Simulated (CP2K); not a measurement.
2-borylthiazole has these distinct C atoms: C2 (bonded to B, N and S), C4 (bonded to C, N and H) and C5 (bonded to C, S and H).

```xyz
10

B     2.1854    0.1329   -0.0502
C     0.6652    0.0313   -0.0134
N    -0.0726   -1.0832    0.0135
C    -1.3991   -0.8078    0.0384
C    -1.7359    0.5417    0.0326
S    -0.3304    1.4855   -0.0074
H     2.7019    1.2120   -0.0780
H     2.8365   -0.8680   -0.0502
H    -2.1207   -1.6226    0.0626
H    -2.7304    0.9781    0.0520
```

Their partial C K spectra (CP2K XAS_TDP, all-electron GAPW, PBEh(45%), aug-cc-pVDZ, TDA, GW2X-corrected core level, no relativity) are given in random order, each times the number of alike atoms.

Gaussian full width 0.5 eV, oscillator strength per eV, alike atoms added, rows of zeros left out:

```tsv
E (eV)	curve 1	curve 2	curve 3
285.50	0.000	0.001	0.000
285.75	0.001	0.012	0.000
286.00	0.017	0.046	0.000
286.25	0.071	0.044	0.000
286.50	0.076	0.011	0.000
286.75	0.021	0.001	0.000
287.00	0.001	0.000	0.000
287.25	0.000	0.000	0.001
287.50	0.000	0.000	0.018
287.75	0.000	0.000	0.073
288.00	0.000	0.000	0.086
288.25	0.000	0.001	0.039
288.50	0.000	0.014	0.008
288.75	0.000	0.055	0.001
289.00	0.000	0.094	0.000
289.25	0.005	0.084	0.000
289.50	0.029	0.027	0.000
289.75	0.059	0.002	0.000
290.00	0.042	0.000	0.000
290.25	0.030	0.000	0.001
290.50	0.026	0.003	0.007
290.75	0.007	0.005	0.022
291.00	0.001	0.003	0.024
291.25	0.005	0.003	0.015
291.50	0.013	0.006	0.007
291.75	0.011	0.008	0.010
292.00	0.006	0.008	0.011
292.25	0.008	0.006	0.008
292.50	0.011	0.005	0.009
292.75	0.012	0.006	0.004
293.00	0.011	0.005	0.002
293.25	0.014	0.009	0.007
293.50	0.017	0.010	0.018
293.75	0.009	0.006	0.016
294.00	0.005	0.010	0.010
294.25	0.007	0.016	0.013
294.50	0.007	0.013	0.011
294.75	0.004	0.006	0.007
295.00	0.004	0.003	0.005
295.25	0.004	0.004	0.010
295.50	0.004	0.007	0.015
295.75	0.006	0.010	0.014
296.00	0.006	0.015	0.007
```

Question: Which curve belongs to which atom?

Curve 1: C5 (bonded to C, S and H), leading line at 286.39 eV (f = 0.047 an atom), ionisation energy 292.58 eV, term value 6.19 eV. Curve 2: C2 (bonded to B, N and S), leading line at 286.12 eV (f = 0.029 an atom), ionisation energy 292.40 eV, term value 6.28 eV. Curve 3: C4 (bonded to C, N and H), leading line at 287.88 eV (f = 0.044 an atom), ionisation energy 292.82 eV, term value 4.94 eV. The leading line of an atom is its first one with 35 % of the strongest within 2.5 eV of its lowest line over the strength cut. A line lies at the core ionisation energy, which rises as an atom loses charge to its neighbours or to a π system, less the term value, which is large for a low π* or σ* orbital with weight on that atom.

[Banner, clock and machine lines of the logs are left out without a mark of their own.]

[Logs are printed without paths, hosts, clocks, repeated set-up lines and the standing remarks that a program may print on its own settings, such as how far it seeks lower states.]

[Hosts, paths, dates, database ids (printed as entryN), source tags and the programs' standing remarks are cut or masked in the printed files.]
